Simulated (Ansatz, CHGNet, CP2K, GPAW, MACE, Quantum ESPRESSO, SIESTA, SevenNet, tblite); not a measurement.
# H16C6Br2N2O (Pca2_1) (108 atoms) in tblite

Aim: run H16C6Br2N2O (Pca2_1) (108 atoms) in tblite and see how near its forces come to a plane-wave reference, and at what cost.

Method: the method is named at each step, in tblite 0.8.0.

## 1. Set-up

The cell holds 108 atoms: 64 H, 24 C, 8 Br, 8 N and 4 O. Cell: a = 12.383 Å, b = 8.319 Å, c = 9.881 Å, α = 90.0°, β = 90.0°, γ = 90.0°. It derives from H16C6Br2N2O (Pca2_1), repeated 1×1×1. H16C6Br2N2O, space group Pca2_1, structure from the Crystallography Open Database, 1 x 1 x 1 conventional cells; every coordinate displaced by a Gaussian of 0.02 Å; bonds to H set to neutron lengths (C-H 1.089, N-H 1.015, O-H 0.983, B-H 1.19 Å) where the listed ones are shorter. Then every atom was moved at random, 0.03 Å r.m.s. a Cartesian component (hydrogen 0.6 of that).

The yardstick, on the same geometry:

| Quantity | Value |
| --- | --- |
| method | Kohn-Sham DFT, PBE, PAW, plane waves (Ansatz 0.2.0); cutoff 420 eV, Γ point, fermi-dirac smearing of 0.05 eV; PAW set soft_2 |
| r.m.s. force component | 1.288 eV/Å |
| longest force | 6.811 eV/Å |
| pressure | 3.153 GPa |
| gap (highest filled to lowest empty level) | 4.743 eV |
| SCF cycles | 9 |
| time | 9.1 s on 8 threads of Arm Neoverse V1, shared host |
| CPU time | 43 s |

## 2. GFN2-xTB

Method: GFN2-xTB tight binding, diagonalisation.

File run.py:

```python
import numpy as np
from ase.io import read
from tblite.ase import TBLite

atoms = read("structure.xyz")
atoms.calc = TBLite(method="GFN2-xTB", electronic_temperature=580, accuracy=1.0, max_iterations=250, mixer_damping=0.4, verbosity=1)
energy = atoms.get_potential_energy()
forces = atoms.get_forces()
print(f"energy {energy:.6f} eV")
print("forces (eV/A)")
for i, (a, f) in enumerate(zip(atoms, forces)):
    print(f"{i:4d} {a.symbol:2s} {f[0]:10.5f} {f[1]:10.5f} {f[2]:10.5f}")
stress = -atoms.get_stress(voigt=False) * 160.21766
print("stress (GPa, compression positive)")
for row in stress:
    print(" ".join(f"{x:10.4f}" for x in row))
print("charges (e)")
print(np.array2string(atoms.get_charges(), precision=4, suppress_small=True, max_line_width=110, threshold=100000))
```

File structure.xyz:

```xyz
108
Lattice="12.38280 0.00000 0.00000 0.00000 8.31850 0.00000 0.00000 0.00000 9.88060" Properties=species:S:1:pos:R:3 pbc="T T T"
H 2.74205 6.14729 1.84797
H 9.70675 2.20124 6.81514
H 8.92812 2.24708 1.87208
H 3.47189 6.15927 6.83253
H 1.16869 5.66889 1.14753
H 11.23058 2.58622 6.04554
H 7.39488 2.68388 1.12530
H 4.93133 5.65916 6.09584
H 1.76046 3.97242 2.63792
H 10.63905 4.35174 7.63039
H 7.94109 4.33211 2.67349
H 4.43118 3.95969 7.69541
H 2.08564 5.14932 3.95431
H 10.31822 3.19231 8.90499
H 8.28446 3.23299 3.97348
H 4.06614 5.13925 8.93295
H 11.80997 5.28824 2.82931
H 0.49940 3.02053 7.81289
H 5.66501 2.98959 2.86014
H 6.75618 5.30279 7.82603
H 12.10877 3.90853 3.64298
H 0.25026 4.46429 8.56638
H 5.93223 4.43925 3.62262
H 6.40773 3.87559 8.53605
H 0.46745 5.34297 5.58728
H 11.90656 3.00564 0.63354
H 6.66405 2.98318 5.59943
H 5.70315 5.31993 0.64589
H 11.19232 5.01131 5.23958
H 1.24682 3.28556 0.31065
H 4.93120 3.30769 5.25431
H 7.39748 5.00890 0.29662
H 11.58089 7.26837 3.78881
H 0.82643 1.03025 8.76992
H 5.35729 1.04306 3.80759
H 7.01882 7.22628 8.70659
H 10.88782 7.20981 5.41971
H 1.51305 1.06984 0.43603
H 4.70398 1.10902 5.36428
H 7.71399 7.22395 0.45569
H 0.22945 0.56158 5.16993
H 12.16090 7.75342 0.18091
H 6.45181 7.70576 5.08288
H 5.99749 0.52997 0.19564
H 0.58335 7.76881 6.30086
H 11.77456 0.53721 1.37311
H 6.77624 0.57581 6.33722
H 5.61770 7.83553 1.37637
H 2.18569 6.70887 4.86936
H 10.15575 1.65289 9.79563
H 8.39938 1.64839 4.83458
H 3.97067 6.67601 9.78011
H 2.55395 0.04875 5.25016
H 9.81015 8.31592 0.33792
H 8.77730 8.23057 5.27832
H 3.63299 0.04076 0.34345
[... 48 atom lines left out ...]
O 1.10281 7.35988 2.41116
O 11.19975 0.99464 7.36599
O 7.29892 1.09621 2.40869
O 5.01479 7.28867 7.29287
```

Started as:

```console
$ OMP_NUM_THREADS=1 python run.py > output.txt
```

Output:

```text
------------------------------------------------------------
  cycle        total energy    energy error   density error
------------------------------------------------------------
      1     -156.1234100158  -1.5763875E+02   1.5127380E-01
      2     -156.3956761491  -2.7226613E-01   8.3288968E-02
      3     -156.4205343409  -2.4858192E-02   2.2344378E-02
      4     -156.4229308243  -2.3964834E-03   7.1472538E-03
      5     -156.4233702438  -4.3941953E-04   3.2092237E-03
      6     -156.4234490170  -7.8773216E-05   1.8251000E-03
      7     -156.4234880847  -3.9067669E-05   1.0274595E-03
      8     -156.4235045649  -1.6480265E-05   5.5239522E-04
      9     -156.4235104603  -5.8953120E-06   1.9116774E-04
     10     -156.4235108038  -3.4359135E-07   7.3339817E-05
     11     -156.4235108699  -6.6095510E-08   4.4189235E-05
     12     -156.4235108940  -2.4077650E-08   2.5025149E-05
     13     -156.4235109053  -1.1297459E-08   1.2398558E-05
------------------------------------------------------------
 total:                                   9.119 sec
energy -4256.500539 eV
forces (eV/A)
   0 H    -0.48445   -0.05961   -0.04229
   1 H    -0.22515    0.40124   -0.37735
   2 H     0.97734   -0.31221   -0.09911
   3 H    -1.75535   -0.31991   -0.29803
   4 H    -0.61832    0.24842   -1.08301
   5 H     1.24083    0.18406   -1.73267
   6 H     0.26262   -0.81771    0.60225
   7 H     1.18411   -0.41576   -1.86076
   8 H    -0.09673    0.34922    0.29763
   9 H     0.23884    0.00328   -0.05123
  10 H    -0.06294    0.64064   -0.23448
  11 H    -0.59766   -1.50649   -0.64870
  12 H     0.01287   -0.40287   -0.22440
  13 H     0.26934    0.21683   -0.75101
  14 H    -0.04980    0.22153   -0.13706
  15 H    -0.04625   -0.31345    0.06459
  16 H    -0.33686   -0.06988   -0.39874
  17 H     1.64746   -0.58419   -1.67282
  18 H    -0.89286   -0.14090   -0.67394
  19 H     0.16906   -0.36869   -0.48782
  20 H    -0.41941   -2.29752   -0.00891
  21 H     0.30518    0.44405    0.05525
  22 H    -0.30314    0.71329    0.03489
  23 H     1.14071   -4.03865    0.18444
[...]
100 N    -2.33417   -0.63771   -0.39137
 101 N    -0.95877   -3.30491   -0.05621
 102 N     0.88419   -1.65736   -3.31441
 103 N     0.12978   -0.01155    4.11075
 104 O     0.06787   -2.40709   -1.34953
 105 O     3.05054    1.32354   -2.26546
 106 O     0.81791   -2.09457    0.67966
 107 O     1.23465   -0.29182    0.28005
stress (GPa, compression positive)
   -1.0918     0.7196    -0.1600
    0.7196    -0.3666     0.0007
   -0.1600     0.0007    -0.1144
charges (e)
[ 0.0755  0.0675  0.0605  0.076   0.0851  0.0929  0.06    0.0883  0.1099  0.1042  0.0992  0.1135  0.0961
  0.0892  0.0871  0.096   0.2676  0.2701  0.2691  0.2701  0.2741  0.272   0.2686  0.274   0.1113  0.0998
  0.1078  0.1057  0.1095  0.1131  0.1078  0.1089  0.1206  0.1094  0.1173  0.1026  0.1088  0.1065  0.1047
  0.1002  0.2765  0.2762  0.2811  0.2763  0.2674  0.2643  0.2683  0.2592  0.083   0.0775  0.0886  0.0781
  0.1002  0.0936  0.1019  0.1024  0.0704  0.0855  0.085   0.0851  0.0364  0.062   0.0672  0.0428  0.0486
  0.0535  0.0778  0.0579 -0.0185 -0.025  -0.0298 -0.0255 -0.0257 -0.0231 -0.0203 -0.0184 -0.0293 -0.018
 -0.0236 -0.0191 -0.0322 -0.0165 -0.0265 -0.023   0.0754  0.0828  0.0561  0.067  -0.8252 -0.8589 -0.8528
 -0.8315 -0.9228 -0.9093 -0.9114 -0.9397 -0.0916 -0.0881 -0.0901 -0.0911 -0.0403 -0.0478 -0.0583 -0.0349
 -0.3158 -0.3272 -0.3064 -0.3312]
```

Wall time 9.6 s (1 thread of Arm Neoverse V1, shared host); peak memory 0.14 GiB.

Banners, paths, timers and routine set-up lines are dropped from the logs unmarked, and long logs keep their key lines alone; longer cuts are marked.

Against the reference:

| Quantity | Value |
| --- | --- |
| r.m.s. force component | 1.154 eV/Å |
| r.m.s. difference of force components | 261.8 meV/Å |
| longest difference of force vectors | 966.2 meV/Å |
| force difference over r.m.s. force | 20.32 % |
| slope of forces against the reference's | 0.8808 |
| correlation of force components | 0.983 |
| pressure | -0.5243 GPa |
| pressure difference | -3.678 GPa |

Length of the force difference by element (eV/Å):

| element | atoms | mean | most |
| --- | --- | --- | --- |
| Br | 8 | 0.12 | 0.18 |
| C | 24 | 0.73 | 0.93 |
| H | 64 | 0.25 | 0.54 |
| N | 8 | 0.45 | 0.83 |
| O | 4 | 0.70 | 0.97 |

Local excerpt of 9 atoms (numbers count through the whole input) about O106, one of the 4 O atoms; x, y, z are measured from there.

| atom | x | y | z | distance (Å) | bonds | Mulliken charge (e) | Fx | Fy | Fz (eV/Å) |
| --- | --- | --- | --- | --- | --- | --- | --- | --- | --- |
| O106 | 0.00 | 0.00 | 0.00 | 0.00 | 2 | -0.33 | 3.05 | 1.32 | -2.27 |
| C86 | -0.74 | -0.78 | 0.82 | 1.35 | 4 | 0.08 | -2.20 | 0.95 | -0.47 |
| C66 | -0.41 | 1.31 | -0.44 | 1.44 | 4 | 0.05 | -2.07 | -1.04 | 3.69 |
| H62 | -1.78 | -0.64 | 0.52 | 1.97 | 1 | 0.06 | -0.58 | -0.44 | -0.13 |
| H58 | -0.47 | -1.78 | 0.70 | 1.97 | 1 | 0.09 | 0.52 | -1.42 | -0.32 |
| H2 | -1.49 | 1.21 | -0.55 | 2.00 | 1 | 0.07 | -0.23 | 0.40 | -0.38 |
| H6 | 0.03 | 1.59 | -1.32 | 2.07 | 1 | 0.09 | 1.24 | 0.18 | -1.73 |
| C82 | -0.71 | -0.40 | 2.22 | 2.36 | 4 | -0.02 | 0.29 | 1.52 | 3.83 |
| H34 | 2.01 | 0.04 | 1.40 | 2.45 | 1 | 0.11 | -0.26 | -0.32 | -0.19 |

Atoms are counted from 1 here, from 0 in the log.

Forces lie 20 % from the reference's, at 0.22 times its CPU time (on 1 against 8 cores).

## 3. What came out

- force difference from the reference: tblite GFN2-xTB, 20 %
- its CPU time: 9.6 s

What this shows: Tight binding differs by 20 % (tblite GFN2-xTB); it is another model, with fitted parameters of its own, and the xTB methods hold dispersion. One electronic-structure run takes under half the reference's CPU time: tblite GFN2-xTB, at 20 % in 9.6 s against 43 s; its pressure misses by -3.7 GPa. Periodic xTB results under one method name differ between programs and library versions. The reference's PBE has no dispersion term, which matters for the binding between molecules or layers. The published positions, changed by the recipe (random displacements or longer bonds to H), lie far from the minimum at this level of theory. The reference's pressure of 3.2 GPa belongs to a cell and atoms that aren't relaxed at this level. The electronic-structure runs sample only Γ, in a cell whose shortest periodic width is 8 Å.

[Also dropped from logs without a mark: logging warnings of Python, and SIESTA's first energy breakdown and zero terms.]

[Logs are printed without paths, hosts, clocks, repeated set-up lines and the standing remarks that a program may print on its own settings, such as how far it seeks lower states.]

[Hosts, paths, dates, database ids (printed as entryN), source tags and the programs' standing remarks are cut or masked in the printed files.]
